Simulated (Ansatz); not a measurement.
**Work function of Ni(110): what the settings cost and change**

Aim: the work function of Ni(110) against thickness and vacuum, with the cost.

Main program and level: Ansatz 0.2.0; plane-wave DFT, PBE, Ansatz PAW.

Experimental background.

For Ni (clean (110) face, a compiled value), “Anisotropic work function of elemental crystals” (2019, arxiv:1902.07811) quotes earlier work: work function (clean (110) face, a compiled value) 4.55 eV.

### 1. The system as given

The cell holds 1 atom: 1 Ni. Cell: a = 3.520 Å, b = 2.489 Å, c = 18.000 Å, α = 90.0°, β = 90.0°, γ = 90.0°. Vacuum lies along c.

### 2. Run, setting 1 layer

A work function rests on the faint tail of the density, so the SCF threshold is tight. The slab grows from one layer, at fixed mesh and 18 Å of vacuum; then the vacuum is varied on one slab.

The input, input.yaml:

```yaml
crystal:
  lattice:
    - [3.52, 0.0, 0.0]
    - [0.0, 2.4890158698, 0.0]
    - [0.0, 0.0, 18.0]
  atoms:
    - { symbol: Ni, position: [0.5, 0.5, 0.5], spin: 0.7 }
magnetization:
  spin_polarized: true
kpoints:
  mp_grid: { grid: [12, 16, 1] }
hamiltonian:
  xc: pbe
scf:
  occupations: { method: fermi_dirac, width: 0.1 }
  convergence: { dr2_threshold: 1.0e-09 }
efield:
  axis: 3
  dipole_correction: true
  ramp_position: 0.97
  ramp_width: 0.06
output:
  write_potential: true
  write_density: true
  volumetric_format: npy
  elf: true
```

On the command line:

```
ansatz run input.yaml --threads 4 --pin off --max-ram 6144MiB --backend cpu --events-out ev --progress --plain --runs-dir out
```

Log:

```text
Engine: ansatz 0.2.0, aarch64-unknown-linux-gnu
Pseudopotentials: kind: paw
Pseudopotential: Ni, paw, valence charge 18, recommended cutoff 420 eV (normal), Ni.paw.azcp
Functional definition: PBE
  parameter kappa = 0.804
  parameter beta = 0.066725
  exchange = pbe_x(kappa = kappa, mu = beta*pi^2/3)
  correlation = pbe_c(beta = beta)
Crystal: 1 atoms, lattice volume = 157.704 Å³
Basis set: ecut = 420 eV, 3075 PW (Γ)
Bands: 14, of which v1, the nominal top of the filled ones, is band 9 counted from 1 (8 counted from 0)
Symmetry: 4 space group operations
k-points: 63 of 192
Non-local potential: Ni, projectors of the file, l = 0: 3, l = 1: 2, l = 2: 3, l = 3: 1
PAW form: soft (Blöchl's): semilocal exchange-correlation on the pseudo side does not see the compensation charge
PAW one-centre angular grid: Ni, 590 points (default); XC on 64 Gauss nodes
Initial density: superposition of atomic densities (neutral atoms: chi_scale 0, normalization atom)
Starting moments: Σ|m| = 0.7 μB on 1 of 1 site
Initial wavefunctions: pseudopotential atomic-orbital guess
Functional: x = pbe(κ = 0.804, μ = 0.219515), c = pbe(β = 0.066725)
SCF iter   1: F=—  HF=-5835.999222 eV  |F-HF|=—  |Δ(HF+E_count)|=         —  Δρ=4.00e-2 (↑4.00e-2 ↓6.67e-3)  dr2=1.63e0  dr2_m=6.75e-1  M=1.204 μB ∫|m|=1.218 μB  β_m=0.42  ethr=3.10e-3  p=0.000 e·Å  D=3.41e-15 V/Å  ΔV_dip=-0.00 eV  dr2_dipole=3.36e-12  V_vac-E_F(+/−)=6.14/6.14 eV  ⟨swp⟩=5.9  Hψ=10519  notcnv=0
Mixer restart at iter 1: flushing history
efield: sawtooth ramp at fractional position 0.9700 (set: `efield.ramp_position`, or a place that a band, a saddle search or an elastic batch's reference lends), width 0.0600; the density the first Hamiltonian is built on has a dipole p = 0.000 e·Å; the dipole correction subtracts the counter field D = 3.41e-15 V/Å, which shifts the + side's vacuum level by -0.00 eV against the − side's; the planar-averaged density in the ramp window peaks in size at 6.3e-6 e/Å³
preconditioner: auto → LDOS  [metal: Δε(μ)=0.005 eV  Ē_g=6.910 eV  σ=0.100 eV  W_gap=0.01  n_scr=16 (ndim 8)  ℏωp=9.4 eV  f_vac=0.761  D(μ)=5.01/eV (n_scr^D=30)]
spin=Collinear: LDOS preconditioning applied to the charge; magnetization (m = ρ↑ − ρ↓) channel mixes plain (no charge-response kernel on spin).
SCF iter   2: F=—  HF=-5836.382598 eV  |F-HF|=—  |Δ(HF+E_count)|=   3.83e-1  Δρ=2.17e-2 (↑2.17e-2 ↓8.88e-3)  dr2=3.55e-1  dr2_m=3.14e-1  M=1.254 μB ∫|m|=1.279 μB  β_m=0.52  ethr=3.10e-3  p=0.000 e·Å  D=1.45e-6 V/Å  ΔV_dip=-0.00 eV  dr2_dipole=1.57e-11  V_vac-E_F(+/−)=5.71/5.71 eV  ⟨swp⟩=2.1  Hψ=3985  notcnv=0  defer=12
density mixer auto → msr1: a metal under ldos (density of states about μ 3.46 of a free-electron gas's, 16 screened modes)
SCF iter   3: F=—  HF=-5836.893774 eV  |F-HF|=—  |Δ(HF+E_count)|=   5.11e-1  Δρ=7.22e-3 (↑3.29e-3 ↓7.22e-3)  dr2=1.22e-1  dr2_m=6.83e-3  M=1.168 μB ∫|m|=1.208 μB  β_m=0.52  ethr=1.97e-3  p=0.000 e·Å  D=6.51e-6 V/Å  ΔV_dip=-0.00 eV  dr2_dipole=2.20e-10  V_vac-E_F(+/−)=5.26/5.26 eV  ⟨swp⟩=3.3  Hψ=3508  notcnv=0  defer=12
SCF iter   4: F=—  HF=-5836.988392 eV  |F-HF|=—  |Δ(HF+E_count)|=   9.46e-2  Δρ=4.12e-3 (↑1.85e-3 ↓4.12e-3)  dr2=9.35e-3  dr2_m=1.18e-2  M=1.158 μB ∫|m|=1.205 μB  β_m=0.76  ethr=6.79e-4  p=0.000 e·Å  D=8.34e-6 V/Å  ΔV_dip=-0.00 eV  dr2_dipole=3.38e-10  V_vac-E_F(+/−)=5.08/5.08 eV  ⟨swp⟩=2.5  Hψ=3431  notcnv=0  defer=12
SCF iter   5: F=—  HF=-5837.035018 eV  |F-HF|=—  |Δ(HF+E_count)|=   4.66e-2  Δρ=1.10e-3 (↑2.01e-4 ↓1.10e-3)  dr2=8.53e-4  dr2_m=4.26e-4  M=1.102 μB ∫|m|=1.154 μB  β_m=0.88  ethr=5.20e-5  p=0.000 e·Å  D=3.32e-6 V/Å  ΔV_dip=-0.00 eV  dr2_dipole=6.52e-12  V_vac-E_F(+/−)=4.98/4.98 eV  ⟨swp⟩=2.7  Hψ=3553  notcnv=0  defer=13
SCF iter   6: F=—  HF=-5837.036282 eV  |F-HF|=—  |Δ(HF+E_count)|=   1.26e-3  Δρ=6.20e-4 (↑1.62e-4 ↓6.20e-4)  dr2=8.01e-5  dr2_m=1.66e-4  M=1.095 μB ∫|m|=1.146 μB  β_m=0.94  ethr=4.74e-6  p=0.000 e·Å  D=1.92e-6 V/Å  ΔV_dip=-0.00 eV  dr2_dipole=5.28e-11  V_vac-E_F(+/−)=4.96/4.96 eV  ⟨swp⟩=2.1  Hψ=3225  notcnv=0  defer=15
SCF iter   7: F=—  HF=-5837.036806 eV  |F-HF|=—  |Δ(HF+E_count)|=   5.25e-4  Δρ=6.23e-4 (↑1.18e-4 ↓6.23e-4)  dr2=2.47e-4  dr2_m=1.24e-4  M=1.100 μB ∫|m|=1.152 μB  β_m=0.94  ethr=4.45e-7  p=-0.000 e·Å  D=-2.53e-6 V/Å  ΔV_dip=0.00 eV  dr2_dipole=1.50e-10  V_vac-E_F(+/−)=4.95/4.95 eV  ⟨swp⟩=2.0  Hψ=3014  notcnv=0  defer=14
SCF iter   8: F=—  HF=-5837.037147 eV  |F-HF|=—  |Δ(HF+E_count)|=   3.41e-4  Δρ=3.88e-4 (↑8.63e-5 ↓3.88e-4)  dr2=5.56e-5  dr2_m=6.98e-5  M=1.105 μB ∫|m|=1.157 μB  β_m=0.97  ethr=4.45e-7  p=0.000 e·Å  D=7.11e-6 V/Å  ΔV_dip=-0.00 eV  dr2_dipole=1.48e-9  V_vac-E_F(+/−)=4.95/4.95 eV  ⟨swp⟩=2.2  Hψ=3535  notcnv=0  defer=15
SCF iter   9: F=—  HF=-5837.037220 eV  |F-HF|=—  |Δ(HF+E_count)|=   7.29e-5  Δρ=2.31e-4 (↑2.45e-5 ↓2.31e-4)  dr2=2.55e-5  dr2_m=1.96e-5  M=1.102 μB ∫|m|=1.155 μB  β_m=0.99  ethr=3.09e-7  p=-0.000 e·Å  D=-1.10e-5 V/Å  ΔV_dip=0.00 eV  dr2_dipole=3.08e-9  V_vac-E_F(+/−)=4.95/4.95 eV  ⟨swp⟩=2.0  Hψ=3069  notcnv=0  defer=13
SCF iter  10: F=—  HF=-5837.037272 eV  |F-HF|=—  |Δ(HF+E_count)|=   5.21e-5  Δρ=9.12e-5 (↑1.58e-5 ↓9.12e-5)  dr2=2.38e-6  dr2_m=2.97e-6  M=1.104 μB ∫|m|=1.156 μB  β_m=0.99  ethr=1.42e-7  p=0.000 e·Å  D=1.71e-5 V/Å  ΔV_dip=-0.00 eV  dr2_dipole=7.55e-9  V_vac-E_F(+/−)=4.94/4.94 eV  ⟨swp⟩=2.1  Hψ=2948  notcnv=0  defer=15
SCF iter  11: F=—  HF=-5837.037277 eV  |F-HF|=—  |Δ(HF+E_count)|=   4.51e-6  Δρ=4.89e-5 (↑7.64e-6 ↓4.89e-5)  dr2=6.84e-7  dr2_m=9.60e-7  M=1.104 μB ∫|m|=1.156 μB  β_m=1.00  ethr=1.32e-8  p=-0.000 e·Å  D=-2.11e-5 V/Å  ΔV_dip=0.00 eV  dr2_dipole=1.16e-8  V_vac-E_F(+/−)=4.94/4.94 eV  ⟨swp⟩=2.0  Hψ=3008  notcnv=0  defer=15
SCF iter  12: F=—  HF=-5837.037277 eV  |F-HF|=—  |Δ(HF+E_count)|=   3.35e-7  Δρ=3.99e-5 (↑6.41e-6 ↓3.99e-5)  dr2=7.25e-7  dr2_m=5.46e-7  M=1.104 μB ∫|m|=1.156 μB  β_m=0.99  ethr=3.80e-9  p=0.000 e·Å  D=2.24e-5 V/Å  ΔV_dip=-0.00 eV  dr2_dipole=1.30e-8  V_vac-E_F(+/−)=4.94/4.94 eV  ⟨swp⟩=2.3  Hψ=2761  notcnv=0  defer=15
SCF iter  13: F=—  HF=-5837.037279 eV  |F-HF|=—  |Δ(HF+E_count)|=   2.16e-6  Δρ=9.12e-6 (↑3.91e-6 ↓9.12e-6)  dr2=1.08e-7  dr2_m=3.03e-8  M=1.104 μB ∫|m|=1.156 μB  β_m=0.86  ethr=3.80e-9  p=-0.000 e·Å  D=-1.86e-5 V/Å  ΔV_dip=0.00 eV  dr2_dipole=8.99e-9  V_vac-E_F(+/−)=4.94/4.94 eV  ⟨swp⟩=2.0  Hψ=2941  notcnv=0  defer=15
SCF iter  14: F=—  HF=-5837.037279 eV  |F-HF|=—  |Δ(HF+E_count)|=   9.19e-8  Δρ=4.40e-6 (↑5.02e-7 ↓4.40e-6)  dr2=3.79e-9  dr2_m=7.57e-9  M=1.104 μB ∫|m|=1.156 μB  β_m=0.93  ethr=5.98e-10  p=0.000 e·Å  D=8.20e-7 V/Å  ΔV_dip=-0.00 eV  dr2_dipole=1.50e-11  V_vac-E_F(+/−)=4.94/4.94 eV  ⟨swp⟩=2.3  Hψ=2946  notcnv=0  defer=15
SCF iter  15: F=—  HF=-5837.037279 eV  |F-HF|=—  |Δ(HF+E_count)|=   1.86e-8  Δρ=1.77e-6 (↑6.08e-7 ↓1.77e-6)  dr2=1.93e-9  dr2_m=1.00e-9  M=1.104 μB ∫|m|=1.156 μB  β_m=0.87  ethr=2.11e-11  p=-0.000 e·Å  D=-1.29e-7 V/Å  ΔV_dip=0.00 eV  dr2_dipole=6.83e-14  V_vac-E_F(+/−)=4.94/4.94 eV  ⟨swp⟩=2.0  Hψ=2972  notcnv=0  defer=15
SCF iter  16: F=—  HF=-5837.037279 eV  |F-HF|=—  |Δ(HF+E_count)|=   1.39e-9  Δρ=7.30e-7 (↑1.85e-7 ↓7.30e-7)  dr2=1.21e-10  dr2_m=2.12e-10  M=1.104 μB ∫|m|=1.156 μB  β_m=0.90  ethr=1.07e-11  p=-0.000 e·Å  D=-9.60e-8 V/Å  ΔV_dip=0.00 eV  dr2_dipole=8.25e-14  V_vac-E_F(+/−)=4.94/4.94 eV  ⟨swp⟩=2.6  Hψ=2833  notcnv=0  defer=15
SCF iter  17: F=-5837.037279 eV  HF=-5837.037279 eV  |F-HF|=1.64e-11  |Δ(HF+E_count)|=  8.87e-10  Δρ=2.24e-7 (↑2.01e-8 ↓2.24e-7)  dr2=1.54e-11  dr2_m=1.81e-11  M=1.104 μB ∫|m|=1.156 μB  ethr=1.00e-12  p=0.000 e·Å  D=1.97e-8 V/Å  ΔV_dip=-0.00 eV  dr2_dipole=1.97e-14  V_vac-E_F(+/−)=4.94/4.94 eV  ⟨swp⟩=2.1  Hψ=6144  notcnv=0
SCF 1 converged in 17 iterations: F = -5837.037279 eV  dr2 = 1.54e-11
  greatest PAW one-centre occupation: 1.002 electrons in one spin orbital (limit 2), on the Ni atom at site 0 (counted from 0), in its partial waves of l = 1
WARN: The output density's exchange-correlation potential varies sharply where the density is thin. Do not read a vacuum level from v_tot or v_xc, or from such a field of the output density. On a cell that repeats whose density bears no net charge and no dipole along the vacuum's axis use v_es (v_loc + v_h of the components); under efield.dipole_correction with no amplitude use v_es + v_field, which holds any externa [...]
SCF converged after 17 iterations
Magnetization: 1.1041 μB (9.5520 up, 8.4480 down)
Absolute magnetization: 1.1565 μB (∫|ρ↑−ρ↓|, with the PAW one-centre terms)
Spin contamination: 0.0155 ħ² per cell (⟨S²⟩ above its minimum at these occupations)
Per-site moments (μB) at R_I (Å): [(1.098172, 1.026719)]
Free energy (F): -5837.037279 eV
Harris-Foulkes:  -5837.037279 eV  (|F-HF|=1.64e-11)
Internal energy: -5836.917097 eV  (E = F + TS)
E sigma→0 (E₀):  -5836.977188 eV
Entropy (-TS):   -0.120182 eV (-120.182 meV/atom)
Fermi energy:    -3.251711 eV
Dipole field:    D = -0.000000 V/Å  (p = -0.000000 e·Å, saw-weighted, corrected)
Work function:   Φ+ = 4.9378 eV   Φ− = 4.9379 eV
Levels:          The Fermi level and band energies are counted from a zero that moves with the ramp; work functions are not
--- Per-component energies (eV) ---
  E_band       = -652.592257
  E_kinetic    = 278.083238
  E_local      = -13166.599924  (includes V_loc(G=0)·N_el)
  E_nonlocal   = 646.937905
  E_hartree    = 6116.210461
  E_xc         = -79.460810
  E_vxc        = -101.970410  (∫ρ·V_xc dr)
  E_paw        = -1638.643614  (= ΣΔE_a)
  E_vpaw       = -541.464461  (= ΣTr[D̂ρ^β])
  E_aug_tail   = 0.000508  (compensation charges beyond the density's cutoff)
  E_efield     = 0.000000  (sawtooth field / dipole correction)
  E_vefield    = 0.000000  (∫n·V_field dr)
  E_ewald      = 2006.555140
  E_smearing   = -0.120182  (= −TS)
  E_closure    = 0.000000  (closes the sum)
  Σ components = -5837.037279   (vs F -5837.037279, Δ=0.00e0)
--- Band table (eV; the first three rows and the last of 126) ---
  k-point 0 ↑: bands = [... 5 lower, -5.3968, -4.8321, -4.3557, -4.2648, -4.1679, -1.3829, 1.3544, 2.0485, ... 1 higher]
  k-point 1 ↑: bands = [... 5 lower, -5.3637, -4.8159, -4.3478, -4.3134, -4.2384, -1.2503, 1.4473, 2.1464, ... 1 higher]
  k-point 2 ↑: bands = [... 5 lower, -5.2701, -4.7665, -4.4476, -4.4193, -4.3252, -0.8771, 1.7260, 2.4392, ... 1 higher]
  k-point 62 ↓: bands = [... 5 lower, -4.3222, -3.5703, -3.1371, -2.9463, 1.0165, 3.6014, 4.0498, 6.2804, ... 1 higher]
```

It took 39 s on 4 threads of Arm Neoverse N1, shared host; peak memory 0.71 GiB; 1.8 min of CPU time.

Reading the cycles: dr2 is the Hartree energy of the density residual (eV), the measure of convergence; HF is the Harris–Foulkes estimate of the energy, which meets the free energy F at convergence.

Read from the output:

| Property | Result |
| --- | --- |
| energy at zero smearing | -5836.9772 eV |
| total moment | 1.104 μB |
| site moments | 1.098 μB |
| work function, upper face | 4.938 eV |

Running mean over 1.245 Å of the planar mean; the ramp of the sawtooth is left out. Electron's electrostatic potential energy less the Fermi level against z:

z (Å), electron's electrostatic potential energy less the Fermi level (eV) and a bar from the least value:
```
     2.88       4.94 ##############################
     3.31       4.94 ##############################
     3.74       4.94 ##############################
     4.18       4.94 ##############################
     4.61       4.94 ##############################
     5.04       4.94 ##############################
     5.47       4.93 ##############################
     5.90       4.92 ##############################
     6.19       4.91 ##############################
     6.62       4.84 ##############################
     7.06       4.64 #############################
     7.49       4.04 ############################
     7.92       1.91 ######################
     8.35      -2.70 ###########
     8.78      -7.03 
     9.22      -7.03 
     9.65      -2.70 ###########
    10.08       1.91 ######################
    10.51       4.04 ############################
    10.94       4.64 #############################
    11.38       4.84 ##############################
    11.81       4.91 ##############################
    12.10       4.92 ##############################
    12.53       4.93 ##############################
    12.96       4.94 ##############################
    13.39       4.94 ##############################
    13.82       4.94 ##############################
    14.26       4.94 ##############################
    14.69       4.94 ##############################
    15.12       4.94 ##############################
```

Site moment by atom:

```csv
atom,site moment (μB)
Ni1,1.10
```

Spin density in the ca plane at fractional y = 0.500, with atoms of Ni within 0.2 Å of it.

Ten even steps from '0' (0.0 e/Å³) to '9' (2.5 e/Å³), each cell a mean:
```
00000000000000000000000000000000000000000000
00000000000000000000000000000000000000000000
00000000000000000000001000000000000000000000
00000000000000000000059100000000000000000000
00000000000000000000025000000000000000000000
00000000000000000000000000000000000000000000
00000000000000000000000000000000000000000000
00000000000000000000000000000000000000000000
```
Columns run along c (18.0 Å), rows up along a (3.5 Å). Atoms in or near the plane, at fractional coordinates: Ni at (0.50, 0.50).

Valence density in the ca plane at fractional y = 0.500, with atoms of Ni within 0.2 Å of it. It is the smooth field of the valence electrons, not physical close to the nuclei.

Values in e/Å³, 5 rows by 16 columns, each cell a mean:
```
 0  0  0  0  0  0  0  0  0  0  0  0  0  0  0  0
 0  0  0  0  0  0  0  2  3  0  0  0  0  0  0  0
 0  0  0  0  0  0  0  7 14  0  0  0  0  0  0  0
 0  0  0  0  0  0  0  1  1  0  0  0  0  0  0  0
 0  0  0  0  0  0  0  0  0  0  0  0  0  0  0  0
```
Columns run along c (18.0 Å), rows up along a (3.5 Å). Atoms in or near the plane, at fractional coordinates: Ni at (0.50, 0.50).

ELF in the ca plane at fractional y = 0.500, with atoms of Ni within 0.2 Å of it. It is the smooth field of the valence electrons, not physical close to the nuclei.

Values, 5 rows by 16 columns, each cell a mean:
```
0.00 0.00 0.00 0.00 0.00 0.01 0.07 0.16 0.17 0.09 0.01 0.00 0.00 0.00 0.00 0.00
0.00 0.00 0.00 0.00 0.00 0.02 0.11 0.22 0.25 0.13 0.02 0.00 0.00 0.00 0.00 0.00
0.00 0.00 0.00 0.00 0.00 0.02 0.12 0.29 0.38 0.13 0.03 0.00 0.00 0.00 0.00 0.00
0.00 0.00 0.00 0.00 0.00 0.01 0.11 0.19 0.20 0.13 0.02 0.00 0.00 0.00 0.00 0.00
0.00 0.00 0.00 0.00 0.00 0.00 0.05 0.16 0.17 0.07 0.01 0.00 0.00 0.00 0.00 0.00
```
Columns run along c (18.0 Å), rows up along a (3.5 Å). Atoms in or near the plane, at fractional coordinates: Ni at (0.50, 0.50).

The work function is 4.938 eV.

### 3. Slab, 2 atoms

System of this step: Ni(110). The cell holds 2 atoms: 2 Ni. Its edges and angles: a = 3.520 Å, b = 2.489 Å, c = 19.245 Å, α = 90.0°, β = 90.0°, γ = 90.0°. Vacuum lies along c.

input.yaml, the sections that differ from step 2:

```yaml
crystal:
  lattice:
    - [3.52, 0.0, 0.0]
    - [0.0, 2.4890158698, 0.0]
    - [0.0, 0.0, 19.2445079349]
  atoms:
    - { symbol: Ni, position: [0.5, 0.5, 0.4676658936], spin: 0.7 }
    - { symbol: Ni, position: [0.0, 0.0, 0.5323341064], spin: 0.7 }
output:
  write_potential: true
  write_density: true
  volumetric_format: npy
# magnetization, kpoints, hamiltonian, scf, efield: as in step 2
```

Log:

```text
[...]
Crystal: 2 atoms, lattice volume = 168.608 Å³
Basis set: ecut = 420 eV, 3279 PW (Γ)
Bands: 23, of which v1, the nominal top of the filled ones, is band 18 counted from 1 (17 counted from 0)
Symmetry: 4 space group operations
k-points: 63 of 192
[...]
k-point 1 ↑: bands = [... 14 lower, -2.7450, -2.7161, -2.6876, -2.2906, -2.2643, -1.7385, 1.6832, 3.0586, ... 1 higher]
  k-point 2 ↑: bands = [... 14 lower, -2.8807, -2.8313, -2.5854, -2.3586, -2.2528, -1.3766, 1.9825, 3.3403, ... 1 higher]
  k-point 62 ↓: bands = [... 14 lower, -2.0429, -2.0429, -1.2445, -1.2445, 1.5628, 1.5628, 5.5887, 5.5887, ... 1 higher]
[key lines of the parts left out:]
SCF converged after 16 iterations
Magnetization: 1.5902 μB (18.7951 up, 17.2049 down)
Free energy (F): -11677.007114 eV
Fermi energy:    -1.509470 eV
Dipole field:    D = -0.000000 V/Å  (p = -0.000000 e·Å, saw-weighted, corrected)
Work function:   Φ+ = 4.5032 eV   Φ− = 4.5032 eV
```

The job ended after 63 s (4 threads; peak memory 0.78 GiB; 3 min of CPU time).

The work function is 4.503 eV, -0.435 eV from the run “1 layer”, at 1.7 times its CPU time.

### 4. Run, 3 atoms

System of this step: Ni(110). The cell holds 3 atoms: 3 Ni. Cell: a = 3.520 Å, b = 2.489 Å, c = 20.489 Å, α = 90.0°, β = 90.0°, γ = 90.0°. Vacuum lies along c.

input.yaml, the sections that differ from step 3:

```yaml
crystal:
  lattice:
    - [3.52, 0.0, 0.0]
    - [0.0, 2.4890158698, 0.0]
    - [0.0, 0.0, 20.4890158698]
  atoms:
    - { symbol: Ni, position: [0.0, 0.0, 0.4392597506], spin: 0.7 }
    - { symbol: Ni, position: [0.5, 0.5, 0.5], spin: 0.7 }
    - { symbol: Ni, position: [0.0, 0.0, 0.5607402494], spin: 0.7 }
# magnetization, kpoints, hamiltonian, scf, efield, output: as in step 3
```

Log:

```text
[...]
Crystal: 3 atoms, lattice volume = 179.511 Å³
Basis set: ecut = 420 eV, 3507 PW (Γ)
Bands: 34, of which v1, the nominal top of the filled ones, is band 27 counted from 1 (26 counted from 0)
Symmetry: 4 space group operations
k-points: 63 of 192
[...]
k-point 1 ↑: bands = [... 23 lower, -1.5444, -1.4270, -1.4181, -1.2181, -1.0640, -0.9869, 0.9934, 3.6597, ... 3 higher]
  k-point 2 ↑: bands = [... 23 lower, -1.6482, -1.3673, -1.3120, -1.1166, -1.0815, -1.0750, 1.3075, 3.9363, ... 3 higher]
  k-point 62 ↓: bands = [... 23 lower, -0.6160, -0.1764, -0.0088, 0.0191, 1.5042, 2.0713, 5.5240, 6.0887, ... 3 higher]
[key lines of the parts left out:]
SCF converged after 21 iterations
Magnetization: 2.2793 μB (28.1396 up, 25.8604 down)
Free energy (F): -17516.705801 eV
Fermi energy:    -0.338728 eV
Dipole field:    D = 0.000001 V/Å  (p = 0.000001 e·Å, saw-weighted, corrected)
Work function:   Φ+ = 4.5335 eV   Φ− = 4.5335 eV
```

Elapsed: 2 min, on 4 threads; peak memory 0.97 GiB; 6 min of CPU time.

The work function is 4.534 eV, +0.030 eV from the run “2 layers”, at 2.0 times its CPU time.

(Part 1 of 3 ends here.)

[Long decimals in the printed logs are rounded to 6 places.]

[Logs are printed without paths, hosts, clocks, repeated set-up lines and the standing remarks that a program may print on its own settings, such as how far it seeks lower states.]

[Hosts, paths, dates, database ids (printed as entryN), source tags and the programs' standing remarks are cut or masked in the printed files.]

[Maps of the electrostatic potential energy from Ansatz leave out the sawtooth potential of an applied field or a dipole correction, so their vacuum need not be flat; planar profiles and work functions include it.]
